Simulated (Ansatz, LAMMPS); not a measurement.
# Structural relaxation of Ca2+ TFSI- in dimethyl sulfoxide and ethylene carbonate, from a frame at 400 K (141 atoms)

Aim: bring Ca2+ TFSI- in dimethyl sulfoxide and ethylene carbonate, from a frame at 400 K (141 atoms) to a nearby minimum of the energy and see what moves.

Method: Kohn-Sham DFT, PBEsol, PAW (set soft_2), plane waves, in Ansatz 0.2.0.

**1. Starting point**

The cell holds 141 atoms: 2 N, 9 S, 31 O, 32 C, 12 F, 54 H and 1 Ca. Cell: a = 12.055 Å, b = 12.055 Å, c = 12.055 Å, α = 90.0°, β = 90.0°, γ = 90.0°. 5 dimethyl sulfoxide, 6 ethylene carbonate, 1 Ca2+, 2 TFSI- placed at random, at 1.44 g/cm³; overlaps pushed apart, then 10 ps at 550 K with divalent ions of Li, Roberts, Chakravorty and Merz (J. Chem. Theory Comput. 9, 2733 (2013)); MMFF94 bonds, angles, torsions, charges and radii (Halgren, J. Comput. Chem. 17, 490 (1996)) in harmonic and 12-6 forms; charges of ions scaled by 0.8. Snapshot after 30 ps at 400 K and fixed volume.

Before any run, some limits are plain. The network of contacts between molecules at the start is that of the classical potential that made the cell. The functional has no dispersion term, which matters for the binding between molecules or layers. The Brillouin zone is sampled at Γ only, in a cell whose shortest periodic width is 12 Å.

**2. Making the structure**

A classical potential makes the cell, at a small fraction of what the same run would cost in DFT.

This step: classical MD, divalent ions of Li, Roberts, Chakravorty and Merz (J. Chem. Theory Comput. 9, 2733 (2013)); MMFF94 bonds, angles, torsions, charges and radii (Halgren, J. Comput. Chem. 17, 490 (1996)) in harmonic and 12-6 forms; charges of ions scaled by 0.8 (LAMMPS 22 Jul 2025 - Update 4).

File in.lmp:

```
# Ca2+ TFSI- in dimethyl sulfoxide and ethylene carbonate
units real
atom_style full
boundary p p p
bond_style harmonic
angle_style harmonic
dihedral_style opls
improper_style harmonic
special_bonds lj 0 0 0.5 coul 0 0 0.75
read_data data.lmp
neigh_modify delay 0 every 1 check yes one 4000
comm_modify cutoff 12.0
timestep 0.5
thermo_style custom step time temp pe press density
thermo_modify norm yes
# push overlapping molecules apart
pair_style soft 2.6
pair_coeff * * 0.0
variable a equal ramp(1,60)
fix ad all adapt 1 pair soft a * * v_a
velocity all create 550 813693 mom yes dist gaussian
fix lim all nve/limit 0.03
fix lan all langevin 550 550 50 813694 zero yes
thermo 1000
run 3000 post no
unfix ad
pair_style lj/cut/coul/long 9.0
pair_modify mix arithmetic tail yes
pair_coeff 1 1 0.0721 3.5530   # N
pair_coeff 2 2 0.2681 3.4180   # S
pair_coeff 3 3 0.0763 3.0960   # O
pair_coeff 4 4 0.0678 3.3680   # C
pair_coeff 5 5 0.0801 2.5590   # F
pair_coeff 6 6 0.2681 3.6400   # S
# [... 23 lines left out ...]
compute msd all msd com yes
thermo 7500
fix md all nvt temp 400 400 100
run 30000 post no
print "== T400: mean square displacement over the hold $(c_msd[4]:%.2f) A^2"
unfix md
uncompute msd
write_dump all custom T400.dump id type xs ys zs modify sort id
```

Launch:

```sh
lmp -in in.lmp -log none -nocite
```

Numbers of over 12 decimals in the logs are rounded to 6 here.

What it wrote:

```text
LAMMPS (22 Jul 2025 - Update 4)
Reading data file ...
  orthogonal box = (0 0 0) to (12.05544 12.05544 12.05544)
  141 atoms
  orthogonal box = (0 0 0) to (12.05544 12.05544 12.05544)
  133 bonds
  227 angles
  222 dihedrals
  6 impropers
WARNING: Bond/angle/dihedral extent > half of periodic box length
   Step          Time           Temp          PotEng         Press         Density
         0   0              550            0.70072822    -1525.9995      1.4399991
      1000   500            532.27035      1.8386639      5981.4853      1.4399991
      2000   1000           538.47331      1.7165418      19292.049      1.4399991
      3000   1500           537.91676      1.7516189      18079.363      1.4399991
WARNING: Bond/angle/dihedral extent > half of periodic box length
Loop time of 0.260237 s on 1 MPI rank(s) for 3000 steps with 141 atoms
PPPM initialization ...
  G vector (1/distance) = 0.30649241
  grid = 8 8 8
[... 31 lines left out ...]
Loop time of 4.8002 s on 1 MPI rank(s) for 10000 steps with 141 atoms
WARNING: Bond/angle/dihedral extent > half of periodic box length
   Step          Time           Temp          PotEng         Press         Density
[... 4 lines left out ...]
WARNING: Bond/angle/dihedral extent > half of periodic box length
Loop time of 2.35009 s on 1 MPI rank(s) for 5000 steps with 141 atoms
WARNING: Bond/angle/dihedral extent > half of periodic box length
   Step          Time           Temp          PotEng         Press         Density
[... 2 lines left out ...]
     30000   29000          422.91392     -1.307338      -9907.9277      1.4399991
     37500   36500          407.79404     -1.3253973     -653.98756      1.4399991
     45000   44000          354.04437     -1.3642748      4222.0996      1.4399991
     47000   46000          355.90736     -1.400691      -4091.4358      1.4399991
WARNING: Bond/angle/dihedral extent > half of periodic box length
Loop time of 14.3805 s on 1 MPI rank(s) for 30000 steps with 141 atoms
== T400: mean square displacement over the hold 7.59 A^2
```

Wall time 23 s (1 thread of Intel Xeon Platinum 8488C (Sapphire Rapids), shared host); peak memory 0.12 GiB.

The input also reads data.lmp (atoms, bonds and types; not printed here).

**3. Single point at the start**

The forces at the start show how far the geometry lies from a minimum of this functional.

File input.yaml:

```yaml
crystal:
  lattice:
    - [12.05544, 0.0, 0.0]
    - [0.0, 12.05544, 0.0]
    - [0.0, 0.0, 12.05544]
  atoms:
    - { symbol: "N", position: [0.6129, 0.13257, 0.71867] }
    - { symbol: S, position: [0.6937, 0.22074, 0.75229] }
    - { symbol: O, position: [0.65232, 0.33264, 0.72127] }
    - { symbol: O, position: [0.74262, 0.20335, 0.86049] }
    - { symbol: C, position: [0.80746, 0.18761, 0.6527] }
    - { symbol: F, position: [0.90625, 0.22238, 0.6839] }
    - { symbol: F, position: [0.79811, 0.22954, 0.54838] }
    - { symbol: F, position: [0.81557, 0.07665, 0.63167] }
    - { symbol: S, position: [0.49454, 0.14421, 0.77937] }
    - { symbol: O, position: [0.49082, 0.18818, 0.89027] }
    - { symbol: O, position: [0.42235, 0.04535, 0.76337] }
    - { symbol: C, position: [0.42745, 0.25158, 0.69106] }
    - { symbol: F, position: [0.48336, 0.26411, 0.59446] }
    - { symbol: F, position: [0.31924, 0.22355, 0.6698] }
    - { symbol: F, position: [0.43392, 0.35142, 0.7424] }
    - { symbol: "N", position: [0.17254, 0.61408, 0.25104] }
    - { symbol: S, position: [0.22275, 0.58982, 0.1322] }
    - { symbol: O, position: [0.31679, 0.65727, 0.09367] }
    - { symbol: O, position: [0.23075, 0.47304, 0.10809] }
    - { symbol: C, position: [0.10814, 0.63618, 0.0478] }
    - { symbol: F, position: [0.14369, 0.65095, 0.94601] }
    - { symbol: F, position: [0.06726, 0.73354, 0.0852] }
    - { symbol: F, position: [0.02529, 0.56117, 0.04104] }
    - { symbol: S, position: [0.22836, 0.53688, 0.33959] }
    - { symbol: O, position: [0.34394, 0.55377, 0.36714] }
    - { symbol: O, position: [0.19134, 0.42384, 0.33397] }
    - { symbol: C, position: [0.16527, 0.59291, 0.46177] }
    - { symbol: F, position: [0.04907, 0.58276, 0.46233] }
    - { symbol: F, position: [0.20098, 0.53319, 0.54575] }
    - { symbol: F, position: [0.18953, 0.70382, 0.47159] }
    - { symbol: C, position: [0.51817, 0.47272, 0.19234] }
    - { symbol: S, position: [0.61202, 0.46803, 0.07331] }
    [... 103 atom lines left out ...]
    - { symbol: O, position: [0.10325, 0.1417, 0.05169] }
    - { symbol: H, position: [0.26393, 0.9736, 0.93491] }
    - { symbol: H, position: [0.20028, 0.09658, 0.86645] }
    - { symbol: H, position: [0.22958, 0.05259, 0.1104] }
    - { symbol: H, position: [0.27541, 0.16382, 0.01334] }
    - { symbol: Ca, position: [0.78036, 0.19227, 0.05911] }
kpoints:
  mp_grid: { grid: [1, 1, 1] }
hamiltonian:
  xc: pbesol
scf:
  occupations: { method: fixed }
output:
  forces: true
  stress: true
  populations: true
  dos:
    method: { smearing: { sigma: 0.15 } }
    de: 0.1
    projected: { site_lists: { C: [C], Ca: [Ca], F: [F], H: [H], "N": ["N"] } }
  eigenvalues: true
```

Launch:

```sh
ansatz run input.yaml --threads 4 --pin off --max-ram 8192MiB --backend cpu --events-out ev --progress --plain --runs-dir out
```

What it wrote:

```text
Engine: ansatz 0.2.0, x86_64-unknown-linux-gnu
Pseudopotentials: kind: paw
Pseudopotential: N, paw, valence charge 5, recommended cutoff 420 eV (normal), N.paw.azcp
Pseudopotential: S, paw, valence charge 6, recommended cutoff 420 eV (normal), S.paw.azcp
Pseudopotential: O, paw, valence charge 6, recommended cutoff 420 eV (normal), O.paw.azcp
Pseudopotential: C, paw, valence charge 4, recommended cutoff 420 eV (normal), C.paw.azcp
Pseudopotential: F, paw, valence charge 7, recommended cutoff 420 eV (normal), F.paw.azcp
Pseudopotential: H, paw, valence charge 1, recommended cutoff 420 eV (normal), H.paw.azcp
Pseudopotential: Ca, paw, valence charge 10, recommended cutoff 420 eV (normal), Ca.paw.azcp
Functional definition: PBEsol
  exchange = pbesol_x
  correlation = pbesol_c
Crystal: 141 atoms, lattice volume = 1752.061 Å³
Basis set: ecut = 420 eV, 34265 PW (Γ), exchange–correlation on 162×162×162 points (8 copies of the dense FFT grid, shifted against one another)
Bands: 404, of which v1, the nominal top of the filled ones, is band 263 counted from 1 (262 counted from 0)
Symmetry: 1 space group operations
Space group: P1 (ITA 1), of the structure as read, at distance tolerance 1.2e-4 Å
k-points: 1
Non-local potential: N, projectors of the file, l = 0: 2, l = 1: 2, l = 2: 1
Non-local potential: S, projectors of the file, l = 0: 2, l = 1: 2, l = 2: 2
Non-local potential: O, projectors of the file, l = 0: 2, l = 1: 2, l = 2: 1
Non-local potential: C, projectors of the file, l = 0: 2, l = 1: 2, l = 2: 1
Non-local potential: F, projectors of the file, l = 0: 2, l = 1: 2, l = 2: 1
Non-local potential: H, projectors of the file, l = 0: 2, l = 1: 1
Non-local potential: Ca, projectors of the file, l = 0: 3, l = 1: 2, l = 2: 2
PAW form: soft (Blöchl's): semilocal exchange-correlation on the pseudo side does not see the compensation charge
PAW frozen core: N, regenerated for the run's functional, and the local potential with it (the file was generated under x = pbe(κ = 0.804, μ = 0.219515), c = pbe(β = 0.066725))
PAW frozen core: S, regenerated for the run's functional, and the local potential with it (the file was generated under x = pbe(κ = 0.804, μ = 0.219515), c = pbe(β = 0.066725))
PAW frozen core: O, regenerated for the run's functional, and the local potential with it (the file was generated under x = pbe(κ = 0.804, μ = 0.219515), c = pbe(β = 0.066725))
PAW frozen core: C, regenerated for the run's functional, and the local potential with it (the file was generated under x = pbe(κ = 0.804, μ = 0.219515), c = pbe(β = 0.066725))
PAW frozen core: F, regenerated for the run's functional, and the local potential with it (the file was generated under x = pbe(κ = 0.804, μ = 0.219515), c = pbe(β = 0.066725))
PAW frozen core: Ca, regenerated for the run's functional, and the local potential with it (the file was generated under x = pbe(κ = 0.804, μ = 0.219515), c = pbe(β = 0.066725))
PAW one-centre angular grid: N, 110 points (default); XC on 64 Gauss nodes
PAW one-centre angular grid: S, 110 points (default); XC on 64 Gauss nodes
PAW one-centre angular grid: O, 110 points (default); XC on 64 Gauss nodes
PAW one-centre angular grid: C, 110 points (default); XC on 64 Gauss nodes
PAW one-centre angular grid: F, 110 points (default); XC on 64 Gauss nodes
PAW one-centre angular grid: H, 110 points (default); XC on 64 Gauss nodes
PAW one-centre angular grid: Ca, 110 points (default); XC on 64 Gauss nodes
Initial density: superposition of atomic densities (neutral atoms: chi_scale 0, normalization atom), corrected by the library's trained network
Initial wavefunctions: pseudopotential atomic-orbital guess
Functional: x = pbesol(κ = 0.804, μ = 0.123457), c = pbesol(β = 0.046)
SCF iter   1: F=—  HF=-46221.329797 eV  |F-HF|=—  |Δ(HF+E_count)|=         —  Δρ=8.22e-3  dr2=1.31e0  ethr=1.77e-3  ⟨swp⟩=4.0  Hψ=1502  notcnv=0  defer=138
preconditioner: auto → Resta (q_TF=auto, 2.233 Å⁻¹)  ε∞=2.6  [insulator: Δε(μ)=4.021 eV  Ē_g=15.403 eV  n_scr=340 (ndim 8)  ℏωp=19.6 eV  f_vac=0.274  ε∞_Penn≈2.6]
SCF iter   2: F=—  HF=-46221.013472 eV  |F-HF|=—  |Δ(HF+E_count)|=   3.16e-1  Δρ=3.76e-3  dr2=2.51e-1  ethr=2.50e-4  ⟨swp⟩=3.0  Hψ=732  notcnv=0  defer=137
SCF iter   3: F=—  HF=-46220.979770 eV  |F-HF|=—  |Δ(HF+E_count)|=   3.37e-2  Δρ=1.73e-3  dr2=7.98e-2  ethr=4.77e-5  ⟨swp⟩=3.0  Hψ=499  notcnv=0  defer=139
SCF iter   4: F=—  HF=-46220.966841 eV  |F-HF|=—  |Δ(HF+E_count)|=   1.29e-2  Δρ=6.69e-4  dr2=1.11e-2  ethr=1.52e-5  ⟨swp⟩=3.0  Hψ=498  notcnv=0  defer=139
SCF iter   5: F=—  HF=-46220.966519 eV  |F-HF|=—  |Δ(HF+E_count)|=   3.23e-4  Δρ=3.84e-4  dr2=2.65e-3  ethr=2.10e-6  ⟨swp⟩=2.0  Hψ=696  notcnv=0  defer=139
SCF iter   6: F=—  HF=-46220.966429 eV  |F-HF|=—  |Δ(HF+E_count)|=   9.00e-5  Δρ=1.26e-4  dr2=3.16e-4  ethr=5.04e-7  ⟨swp⟩=2.0  Hψ=520  notcnv=0  defer=139
SCF iter   7: F=—  HF=-46220.966534 eV  |F-HF|=—  |Δ(HF+E_count)|=   1.06e-4  Δρ=6.90e-5  dr2=7.99e-5  ethr=6.01e-8  ⟨swp⟩=2.0  Hψ=511  notcnv=0  defer=138
SCF iter   8: F=—  HF=-46220.970148 eV  |F-HF|=—  |Δ(HF+E_count)|=   3.61e-3  Δρ=2.45e-5  dr2=9.61e-6  ethr=1.52e-8  ⟨swp⟩=2.0  Hψ=511  notcnv=0  defer=137
SCF iter   9: F=—  HF=-46220.970151 eV  |F-HF|=—  |Δ(HF+E_count)|=   2.25e-6  Δρ=7.61e-6  dr2=1.17e-6  ethr=1.83e-9  ⟨swp⟩=2.0  Hψ=511  notcnv=0  defer=138
SCF iter  10: F=—  HF=-46220.970151 eV  |F-HF|=—  |Δ(HF+E_count)|=   3.67e-7  Δρ=4.72e-6  dr2=3.84e-7  ethr=2.22e-10  ⟨swp⟩=2.0  Hψ=516  notcnv=0  defer=138
SCF iter  11: F=-46220.970151 eV  HF=-46220.970151 eV  |F-HF|=2.59e-8  |Δ(HF+E_count)|=   3.91e-8  Δρ=1.54e-6  dr2=4.62e-8  ethr=1.90e-11  ⟨swp⟩=18.0  Hψ=2961  notcnv=0
SCF 1 converged in 11 iterations: F = -46220.970151 eV  dr2 = 4.62e-8
  greatest PAW one-centre occupation: 0.996 electrons in one spin orbital (limit 2), on the Ca atom at site 140 (counted from 0), in its partial waves of l = 0
SCF converged after 11 iterations
Free energy (F): -46220.970151 eV
Harris-Foulkes:  -46220.970151 eV  (|F-HF|=2.59e-8)
Internal energy: -46220.970151 eV  (E = F + TS)
E sigma→0 (E₀):  -46220.970151 eV
Fermi energy:    0.742746 eV
--- Per-component energies (eV) ---
  E_band       = -4629.540125
  E_kinetic    = 13074.281961
  E_local      = -49121.229644  (includes V_loc(G=0)·N_el)
  E_nonlocal   = 3747.876214
  E_hartree    = 18835.279178
  E_xc         = -6288.707111
  E_vxc        = -7690.469310  (∫ρ·V_xc dr)
  E_paw        = -16474.437240  (= ΣΔE_a)
  E_vpaw       = -2310.583918  (= ΣTr[D̂ρ^β])
  E_aug_tail   = 0.028644  (compensation charges beyond the density's cutoff)
  E_ewald      = -9997.073143
  E_core_change = 3.010989  (= ΣΔE_core)
  E_smearing   = -0.000000  (= −TS)
  E_closure    = 0.000000  (closes the sum)
  Σ components = -46220.970151   (vs F -46220.970151, Δ=0.00e0)
--- Forces (eV/Å), atoms counted from 1 ---
  atom   1  N     -2.98965745    -2.92771793    -0.04038550
  atom   2  S      1.21624227     4.25619511    -0.20432245
  atom   3  O      1.46703472    -1.58269782     1.10437702
  atom   4  O      0.47104579     0.25990621     0.24558133
  atom   5  C      0.79567943    -1.25856583    -2.70851584
  atom   6  F      0.51307287     0.32073769     1.35201554
  atom   7  F     -1.19416492     0.48034305     0.64190757
  atom   8  F     -0.26943895     0.18290458     1.05375877
  atom   9  S     -2.13906252    -2.49461758    -0.53258342
  atom  10  O      0.55507819     0.42205665     0.28924569
  atom  11  O      1.81634815     1.42304430    -0.31813008
  atom  12  C      0.16279188     0.90658058    -0.61055346
  atom  13  F     -1.01461660    -0.43084033     0.28815894
  atom  14  F      1.19615074     0.64234433     0.19427599
[...]
atom 140  H     -0.54274691     0.00738953     0.83940220
  atom 141  Ca    -0.33172160    -0.19129213    -0.14426759
  max |Σ_I F_I| component: 1.36e-4 eV/Å
--- Stress (GPa, compression-positive) ---
       -0.313534       0.005630       0.456658
        0.005630       0.970673       1.024984
        0.456658       1.024984       1.107274
  P = ⅓ Tr σ = 0.5881 GPa (5.881 kbar)
--- Band table (eV) ---
  k-point 0: bands = ["-38.6108", "-27.8606", "-27.6459", "-27.4299", [... 388 levels ...], "10.3306", "10.4127", "10.4592", "10.4799", "10.5166", "10.5793", "10.6218", "10.6444", "10.6924", "10.7209", "10.7389", "10.7685"]
--- Löwdin populations: 141 sites ---
  site symbol       q [e]
     0      N      5.8642
     1      S      3.8092
     2      O      6.7300
[...]
140     Ca      8.2912
  spilling = 0.015165 (of n_electrons = 526.000000)
```

It took 24 s on 4 threads of Intel Xeon Platinum 8488C (Sapphire Rapids), shared host; peak memory 2.4 GiB; 75 s of CPU time.

Numbers from this run:

```
free energy                                      : -46220.9702 eV
free energy per atom                             : -327.8083 eV/atom
SCF cycles                                       : 11
pressure                                         : 0.5881 GPa
r.m.s. force component                           : 0.9888 eV/Å
longest force                                    : 4.431 eV/Å
Fermi energy                                     : 0.7427 eV
gap (highest filled to lowest empty level) : 3.51 eV
spilling of the projection                       : 0.01516
```

The r.m.s. force component of 0.99 eV/Å and the pressure of 0.59 GPa set the starting point.

Neighbours are counted within 1.34 Å (H-C), 1.85 Å (C-C), 1.73 Å (C-O), 1.62 Å (C-F), 2.21 Å (C-S), 1.93 Å (O-S), 2.98 Å (O-Ca), 2.02 Å (S-N).

Length of the force by element and coordination:

```tsv
element	coordination	atoms	mean length of the force (eV/Å)	spread	least	most
C	all	32	2.20	0.665	1.03	3.26
C	3	6	2.22	0.857	1.03	3.26
C	4	26	2.19	0.612	1.11	3.24
Ca	all	1	0.409	0	0.409	0.409
F	all	12	1.18	0.353	0.598	1.60
H	all	54	1.02	0.506	0.242	2.31
N	all	2	2.60	1.58	1.02	4.18
O	all	31	1.45	0.836	0.334	3.68
O	1	12	1.54	0.816	0.697	3.01
O	2	19	1.39	0.844	0.334	3.68
S	all	9	2.10	1.11	0.695	4.43
S	3	5	1.76	0.600	0.695	2.34
S	4	4	2.54	1.41	0.970	4.43
```

[end of part 1 of 3]

[Logs are printed without paths, hosts, clocks, repeated set-up lines and the standing remarks that a program may print on its own settings, such as how far it seeks lower states.]

[Hosts, paths, dates, database ids (printed as entryN), source tags and the programs' standing remarks are cut or masked in the printed files.]

[The MMFF94 radii named for the starting cell were scaled by 0.96; in molecules described by MMFF94, hydrogen bound to N, O or S took a small fixed 12-6 site in their place.]
